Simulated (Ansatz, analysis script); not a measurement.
# Magnetovolume effects in FePt (Tetraferroplatinum)

Aim: follow the moments and energy of FePt (Tetraferroplatinum) as the cell is scaled, from three starts.

Method: PBE, PAW set soft_1, in Ansatz 0.2.0.

## (1) The structure

The structure is tetragonal, space group P4/mmm (No. 123). Conventional cell: a = 2.724 Å, b = 2.724 Å, c = 3.720 Å, α = 90.00°, β = 90.00°, γ = 90.00°. Fe has 8 Pt at 2.68 Å and 4 Fe at 2.72 Å nearest. Nearest to Pt lie 8 Fe at 2.68 Å and 4 Pt at 2.72 Å. Farther neighbours are not listed.

## (2) Starting state

First a free collinear run, to see which state the typed moments lead to.

input.yaml reads:

```yaml
crystal:
  lattice:
    - [2.7235, 0.0, 0.0]
    - [0.0, 2.7235, 0.0]
    - [0.0, 0.0, 3.72]
  atoms:
    - { symbol: Fe, position: [0.0, 0.0, 0.0], spin: 2.8 }
    - { symbol: Pt, position: [0.5, 0.5, 0.5] }
magnetization:
  spin_polarized: true
kpoints:
  mp_grid: { grid: [12, 12, 9] }
hamiltonian:
  xc: pbe
  pseudopotentials: { kind: paw, azcp: { folder: soft_1 } }
scf:
  occupations: { method: fermi_dirac, width: 0.05 }
  max_iter: 120
  convergence: { dr2_threshold: 1.0e-08 }
  lower_state_search: "off"
```

Started as:

```sh
> ansatz run input.yaml --threads 2 --pin off --max-ram 5120MiB --backend cpu --events-out ev --progress --plain --runs-dir out
```

Numbers of over 12 decimals in the logs are rounded to 6 here.

Log:

```text
Engine: ansatz 0.2.0, aarch64-unknown-linux-gnu
Pseudopotentials: kind: paw
Pseudopotential: Fe, paw, valence charge 16, recommended cutoff 420 eV (normal), soft_1/Fe.paw.azcp
Pseudopotential: Pt, paw, valence charge 18, recommended cutoff 420 eV (normal), soft_1/Pt.paw.azcp
Functional definition: PBE
  parameter kappa = 0.804
  parameter beta = 0.066725
  exchange = pbe_x(kappa = kappa, mu = beta*pi^2/3)
  correlation = pbe_c(beta = beta)
Crystal: 2 atoms, lattice volume = 27.593 Å³
Basis set: ecut = 420 eV, 545 PW (Γ)
Bands: 23, of which v1, the nominal top of the filled ones, is band 17 counted from 1 (16 counted from 0)
Symmetry: 16 space group operations
Space group: P4/mmm (ITA 123), of the structure as read, at distance tolerance 3.0e-5 Å
Magnetic group: BNS 123.339 (UNI 999), of the structure as read, at distance tolerance 3.0e-5 Å
k-points: 140 of 1296
Non-local potential: Fe, projectors of the file, l = 0: 3, l = 1: 2, l = 2: 3, l = 3: 1
Non-local potential: Pt, projectors of the file, l = 0: 3, l = 1: 2, l = 2: 2, l = 3: 1
PAW form: soft (Blöchl's): semilocal exchange-correlation on the pseudo side does not see the compensation charge
PAW one-centre angular grid: Fe, 590 points (default); XC on 64 Gauss nodes
PAW one-centre angular grid: Pt, 590 points (default); XC on 64 Gauss nodes
Initial density: superposition of atomic densities (chi_scale 0.1, normalization cell)
Starting moments: Σ|m| = 2.8 μB on 1 of 2 sites
Initial wavefunctions: pseudopotential atomic-orbital guess
Functional: x = pbe(κ = 0.804, μ = 0.219515), c = pbe(β = 0.066725)
SCF iter   1: F=—  HF=-17007.922514 eV  |F-HF|=—  |Δ(HF+E_count)|=         —  Δρ=2.14e-1 (↑9.14e-2 ↓2.14e-1)  dr2=3.51e1  dr2_m=1.81e0  M=1.594 μB ∫|m|=1.665 μB  β_m=0.30  ethr=3.10e-3  ⟨swp⟩=4.3  Hψ=23921  notcnv=0
preconditioner: auto → none  [metal: Δε(μ)=0.004 eV  Ē_g=9.385 eV  σ=0.050 eV  W_gap=0.02  n_scr=6 (ndim 8)  ℏωp=30.0 eV  f_vac=0.000  D(μ)=2.98/eV (n_scr^D=36)  sad-step TF]
SCF iter   2: F=—  HF=-17006.499953 eV  |F-HF|=—  |Δ(HF+E_count)|=    1.42e0  Δρ=1.14e-1 (↑7.40e-2 ↓1.14e-1)  dr2=7.13e0  dr2_m=2.18e-1  M=2.982 μB ∫|m|=3.013 μB  β_m=1.00  ethr=3.10e-3  ⟨swp⟩=3.0  Hψ=15814  notcnv=0  defer=104
SCF iter   3: F=—  HF=-17005.480495 eV  |F-HF|=—  |Δ(HF+E_count)|=    1.02e0  Δρ=3.95e-2 (↑1.58e-2 ↓3.95e-2)  dr2=3.15e-1  dr2_m=1.25e-1  M=3.192 μB ∫|m|=3.286 μB  β_m=1.00  ethr=3.10e-3  ⟨swp⟩=2.8  Hψ=14763  notcnv=0  defer=163
SCF iter   4: F=—  HF=-17005.476622 eV  |F-HF|=—  |Δ(HF+E_count)|=   3.87e-3  Δρ=1.14e-2 (↑8.59e-3 ↓1.14e-2)  dr2=4.71e-2  dr2_m=4.60e-3  M=3.213 μB ∫|m|=3.341 μB  β_m=1.00  ethr=9.27e-4  ⟨swp⟩=2.0  Hψ=9736  notcnv=0  defer=164
SCF iter   5: F=—  HF=-17005.555846 eV  |F-HF|=—  |Δ(HF+E_count)|=   7.92e-2  Δρ=2.72e-3 (↑1.89e-3 ↓2.72e-3)  dr2=1.67e-3  dr2_m=7.69e-4  M=3.220 μB ∫|m|=3.364 μB  β_m=0.30  ethr=1.39e-4  ⟨swp⟩=2.5  Hψ=10529  notcnv=0  defer=166
Mixer restart at iter 5: flushing history
spin-set hold released at iteration 5 (site moments contracting): the magnetisation degrees of freedom join the quasi-Newton model from the next iteration; the mixer history was flushed
SCF iter   6: F=—  HF=-17005.602553 eV  |F-HF|=—  |Δ(HF+E_count)|=   4.67e-2  Δρ=3.92e-3 (↑2.57e-3 ↓3.92e-3)  dr2=1.94e-3  dr2_m=2.39e-3  M=3.241 μB ∫|m|=3.390 μB  β_m=0.64  ethr=4.92e-6  ⟨swp⟩=2.0  Hψ=11410  notcnv=0  defer=166
SCF iter   7: F=—  HF=-17005.697901 eV  |F-HF|=—  |Δ(HF+E_count)|=   9.53e-2  Δρ=2.26e-2 (↑1.29e-2 ↓2.26e-2)  dr2=4.63e-1  dr2_m=7.71e-3  M=3.190 μB ∫|m|=3.365 μB  β_m=0.39  ethr=4.92e-6  ⟨swp⟩=2.9  Hψ=14151  notcnv=0  defer=166  recentre
SCF iter   8: F=—  HF=-17005.653488 eV  |F-HF|=—  |Δ(HF+E_count)|=   4.44e-2  Δρ=6.61e-3 (↑2.31e-3 ↓6.61e-3)  dr2=8.74e-3  dr2_m=4.55e-3  M=3.299 μB ∫|m|=3.464 μB  β_m=0.46  ethr=4.92e-6  ⟨swp⟩=2.1  Hψ=14937  notcnv=0  defer=171
SCF iter   9: F=—  HF=-17005.653280 eV  |F-HF|=—  |Δ(HF+E_count)|=   2.08e-4  Δρ=1.72e-3 (↑1.65e-3 ↓1.72e-3)  dr2=5.24e-4  dr2_m=6.51e-4  M=3.294 μB ∫|m|=3.464 μB  β_m=0.47  ethr=4.92e-6  ⟨swp⟩=2.1  Hψ=9818  notcnv=0  defer=171
SCF iter  10: F=—  HF=-17005.653342 eV  |F-HF|=—  |Δ(HF+E_count)|=   6.16e-5  Δρ=2.54e-4 (↑8.45e-5 ↓2.54e-4)  dr2=1.67e-5  dr2_m=5.55e-6  M=3.294 μB ∫|m|=3.466 μB  β_m=0.52  ethr=1.54e-6  ⟨swp⟩=2.1  Hψ=8678  notcnv=0  defer=171
SCF iter  11: F=—  HF=-17005.653343 eV  |F-HF|=—  |Δ(HF+E_count)|=   1.32e-6  Δρ=6.03e-5 (↑3.58e-5 ↓6.03e-5)  dr2=1.25e-6  dr2_m=3.83e-7  M=3.294 μB ∫|m|=3.466 μB  β_m=0.64  ethr=4.91e-8  ⟨swp⟩=2.1  Hψ=10503  notcnv=0  defer=171
SCF iter  12: F=—  HF=-17005.653346 eV  |F-HF|=—  |Δ(HF+E_count)|=   2.67e-6  Δρ=2.06e-5 (↑9.83e-6 ↓2.06e-5)  dr2=1.02e-7  dr2_m=4.22e-8  M=3.294 μB ∫|m|=3.466 μB  β_m=0.71  ethr=3.68e-9  ⟨swp⟩=1.1  Hψ=6669  notcnv=0  defer=171
iter 13 met the thresholds in force, and the SCF goes on: an eigenvalue changes by 0.44 meV, over its tolerance of 0.16 meV (output.eigenvalues, Limitations)
SCF iter  13: F=-17005.653346 eV  HF=-17005.653346 eV  |F-HF|=3.14e-9  |Δ(HF+E_count)|=   4.80e-8  Δρ=4.48e-6 (↑2.64e-6 ↓4.48e-6)  dr2=6.70e-9  dr2_m=1.94e-9  M=3.294 μB ∫|m|=3.466 μB  β_m=0.81  ethr=2.94e-11  ⟨swp⟩=1.7  Hψ=18101  notcnv=0
SCF iter  14: F=-17005.653346 eV  HF=-17005.653346 eV  |F-HF|=5.97e-10  |Δ(HF+E_count)|=   3.32e-9  Δρ=1.36e-6 (↑6.36e-7 ↓1.36e-6)  dr2=7.36e-10  dr2_m=1.28e-10  M=3.294 μB ∫|m|=3.466 μB  ethr=1.97e-11  ⟨swp⟩=1.0  Hψ=16081  notcnv=0
SCF 1 converged in 14 iterations: F = -17005.653346 eV  dr2 = 7.36e-10
  greatest PAW one-centre occupation: 1.001 electrons in one spin orbital (limit 2), on the Fe atom at site 0 (counted from 0), in its partial waves of l = 1
SCF converged after 14 iterations
an eigenvalue changed by more than its tolerance at an iteration that met the thresholds in force, so the SCF went on 1 time: the last check found none over its tolerance
Magnetization: 3.2938 μB (18.6469 up, 15.3531 down)
Absolute magnetization: 3.4673 μB (∫|ρ↑−ρ↓|, with the PAW one-centre terms)
Spin contamination: 0.0879 ħ² per cell (⟨S²⟩ above its minimum at these occupations)
Per-site moments (μB) at R_I (Å): [(2.963749, 1.104416), (0.393583, 1.104416)]
Free energy (F): -17005.653346 eV
Harris-Foulkes:  -17005.653346 eV  (|F-HF|=5.97e-10)
Internal energy: -17005.641396 eV  (E = F + TS)
E sigma→0 (E₀):  -17005.647371 eV
Entropy (-TS):   -0.011951 eV (-5.975 meV/atom)
Fermi energy:    20.505579 eV
--- Per-component energies (eV) ---
  E_band       = -369.188480
  E_kinetic    = 923.896777
  E_local      = -3659.516695  (includes V_loc(G=0)·N_el)
  E_nonlocal   = 495.522242
  E_hartree    = 1463.892036
  E_xc         = -342.478190
  E_vxc        = -412.844364  (∫ρ·V_xc dr)
  E_paw        = -10866.783220  (= ΣΔE_a)
  E_vpaw       = -644.029771  (= ΣTr[D̂ρ^β])
  E_aug_tail   = 0.000095  (compensation charges beyond the density's cutoff)
  E_ewald      = -5020.174440
  E_smearing   = -0.011951  (= −TS)
  E_closure    = 0.000000  (closes the sum)
  Σ components = -17005.653346   (vs F -17005.653346, Δ=0.00e0)
```

It took 7.2 s on 2 threads of Arm Neoverse V2, shared host; peak memory 0.38 GiB; 13 s of CPU time.

Spin moment in the atom's sphere by atom:

```tsv
atom	spin moment in the atom's sphere (μB)
Fe1	2.96
Pt2	0.39
```

Tables count atoms from 1; parts of the log count from 0.

The run ends ferromagnetic, with a net moment of 3.29 μB a cell. With one Fe atom carrying the moment, parallel order of its images is forced by the cell, not found.

## (3) Mesh refined

Levels at the Fermi energy are partly filled, so moments and energy differences can hang on the k-mesh, and the state is solved again on a denser one.

input.yaml, the sections that differ from step 2:

```yaml
crystal:
  lattice:
    - [2.7235, 0.0, 0.0]
    - [0.0, 2.7235, 0.0]
    - [0.0, 0.0, 3.72]
  atoms:
    - { symbol: Fe, position: [0.0, 0.0, 0.0], spin: 2.96 }
    - { symbol: Pt, position: [0.5, 0.5, 0.5] }
kpoints:
  mp_grid: { grid: [14, 14, 10] }
basis:
  ecutwfc: 420.0
checkpoint:
  read: start
  write: ck
  compress: false
  write_wavefunctions: false
  write_every: 100000
# magnetization, hamiltonian, scf: as in step 2
```

Log:

```text
[...]
SCF converged after 7 iterations
Magnetization: 3.2833 μB (18.6417 up, 15.3583 down)
Absolute magnetization: 3.4566 μB (∫|ρ↑−ρ↓|, with the PAW one-centre terms)
[...]
Per-site moments (μB) at R_I (Å): [(2.959893, 1.104416), (0.386871, 1.104416)]
Free energy (F): -17005.654296 eV
[...]
Internal energy: -17005.643753 eV  (E = F + TS)
E sigma→0 (E₀):  -17005.649024 eV
Entropy (-TS):   -0.010543 eV (-5.271 meV/atom)
Fermi energy:    20.512991 eV
[...]
```

It took 5.2 s on 2 threads; peak memory 0.43 GiB; 10 s of CPU time.

Spin moment in the atom's sphere by atom:

```tsv
atom	spin moment in the atom's sphere (μB)
Fe1	2.96
Pt2	0.39
```

The run ends ferromagnetic, with a net moment of 3.28 μB a cell, against 3.29 μB on the first mesh.

The cell's volume is scaled by the factor named; fractional positions stay, and energies count from the lowest run.

## (4) Factor 0.82, typed moments

Three starts at each size show whether high-spin, low-spin and non-magnetic states coexist. One mesh, built for the smallest cell, and one cutoff serve all sizes, so that energies can be subtracted.

input.yaml, the sections that differ from step 3:

```yaml
crystal:
  lattice:
    - [2.54916921, 0.0, 0.0]
    - [0.0, 2.54916921, 0.0]
    - [0.0, 0.0, 3.4818834]
  atoms:
    - { symbol: Fe, position: [0.0, 0.0, 0.0], spin: 2.8 }
    - { symbol: Pt, position: [0.5, 0.5, 0.5] }
kpoints:
  mp_grid: { grid: [15, 15, 11] }
output:
  stress: true
# magnetization, hamiltonian, scf, basis: as in step 3
# checkpoint: removed
```

Started as:

```sh
> ansatz run input.yaml --threads 1 --pin off --max-ram 2560MiB --backend cpu --events-out ev --progress --plain --runs-dir out
```

Log:

```text
Warning: output.stress: scf.convergence.dr2_threshold = 1e-8 eV is looser than the 2e-10 eV advised for a printed stress (1e-10 eV for each atom of the cell: 2). What an SCF threshold leaves in a stress goes as its square root, and in the free energy as the threshold itself, and one threshold admits the most on a small cell: [figures from the program's tests cut] Set scf.convergence.dr2_threshold to 2e-10 eV or tighter. The threshold is an SCF's pass mark: one that does not reach it within its budget of iterations ends unconverged, or closes short of it on a stop that the run arms, and scf.convergence.dr2_threshold's page says what that costs each kind of run
[...]
Crystal: 2 atoms, lattice volume = 22.626 Å³
Basis set: ecut = 420 eV, 447 PW (Γ)
Bands: 23, of which v1, the nominal top of the filled ones, is band 17 counted from 1 (16 counted from 0)
Symmetry: 16 space group operations
[...]
k-points: 216 of 2475
[...]
Starting moments: Σ|m| = 2.8 μB on 1 of 2 sites
[...]
SCF iter   1: F=—  HF=-17007.435152 eV  |F-HF|=—  |Δ(HF+E_count)|=         —  Δρ=2.43e-1 (↑9.89e-2 ↓2.43e-1)  dr2=3.06e1  dr2_m=2.50e0  M=1.337 μB ∫|m|=1.407 μB  β_m=0.30  ethr=3.10e-3  ⟨swp⟩=4.7  Hψ=38344  notcnv=0
[...]
SCF iter  20: F=-17004.654282 eV  HF=-17004.654282 eV  |F-HF|=2.55e-11  |Δ(HF+E_count)|=   1.18e-8  Δρ=2.96e-7 (↑2.12e-7 ↓2.96e-7)  dr2=4.92e-11  dr2_m=9.16e-13  M=2.806 μB ∫|m|=2.911 μB  ethr=5.61e-12  ⟨swp⟩=2.0  Hψ=30329  notcnv=0
SCF 1 converged in 20 iterations: F = -17004.654282 eV  dr2 = 4.92e-11
[...]
SCF converged after 20 iterations
[...]
Magnetization: 2.8061 μB (18.4031 up, 15.5969 down)
Absolute magnetization: 2.9119 μB (∫|ρ↑−ρ↓|, with the PAW one-centre terms)
[...]
Per-site moments (μB) at R_I (Å): [(2.470188, 1.033723), (0.360023, 1.033723)]
Free energy (F): -17004.654282 eV
[...]
Internal energy: -17004.639395 eV  (E = F + TS)
E sigma→0 (E₀):  -17004.646839 eV
Entropy (-TS):   -0.014887 eV (-7.444 meV/atom)
Fermi energy:    26.162191 eV
[...]
--- Stress (GPa, compression-positive) ---
       72.389793       0.000000       0.000000
        0.000000      72.389793       0.000000
        0.000000       0.000000      72.824718
  P = ⅓ Tr σ = 72.5348 GPa (725.348 kbar)
```

Run time: 25 s. Hardware: 1 thread; peak memory 0.42 GiB.

It ends ferromagnetic, with 2.47 μB on the largest site.

## (5) Factor 0.82, starting moments cut to 30 %

A self-consistent run from these starting moments shows which magnetic state they lead to.

input.yaml, as its differences from that of step 4:

```diff
@@ -6,3 +6,3 @@
   atoms:
-    - { symbol: Fe, position: [0.0, 0.0, 0.0], spin: 2.8 }
+    - { symbol: Fe, position: [0.0, 0.0, 0.0], spin: 0.84 }
     - { symbol: Pt, position: [0.5, 0.5, 0.5] }
```

Log:

```text
[...]
Crystal: 2 atoms, lattice volume = 22.626 Å³
Basis set: ecut = 420 eV, 447 PW (Γ)
Bands: 22, of which v1, the nominal top of the filled ones, is band 17 counted from 1 (16 counted from 0)
Symmetry: 16 space group operations
[...]
k-points: 216 of 2475
[...]
Internal energy: -17004.639394 eV  (E = F + TS)
E sigma→0 (E₀):  -17004.646838 eV
Entropy (-TS):   -0.014888 eV (-7.444 meV/atom)
Fermi energy:    26.162191 eV
[...]
--- Stress (GPa, compression-positive) ---
       72.389037       0.000000       0.000000
        0.000000      72.389037       0.000000
        0.000000       0.000000      72.824151
  P = ⅓ Tr σ = 72.5341 GPa (725.341 kbar)
[key lines of the parts left out:]
SCF converged after 43 iterations
Magnetization: 2.8061 μB (18.4030 up, 15.5970 down)
Free energy (F): -17004.654282 eV
```

Run time: 45 s. Hardware: 1 thread; peak memory 0.41 GiB.

It ends ferromagnetic, with 2.47 μB on the largest site.

[end of part 1 of 2]

[Logs and program files are shortened in this print: banners, set-up blocks, solver, clock and traceback lines can be left out without a mark of their own.]

[Logs are printed without paths, hosts, clocks, repeated set-up lines and the standing remarks that a program may print on its own settings, such as how far it seeks lower states.]

[Hosts, paths, dates, database ids (printed as entryN), source tags and the programs' standing remarks are cut or masked in the printed files.]

[Where the input sets lower_state_search to off, the program did not look for lower states, so one may exist.]
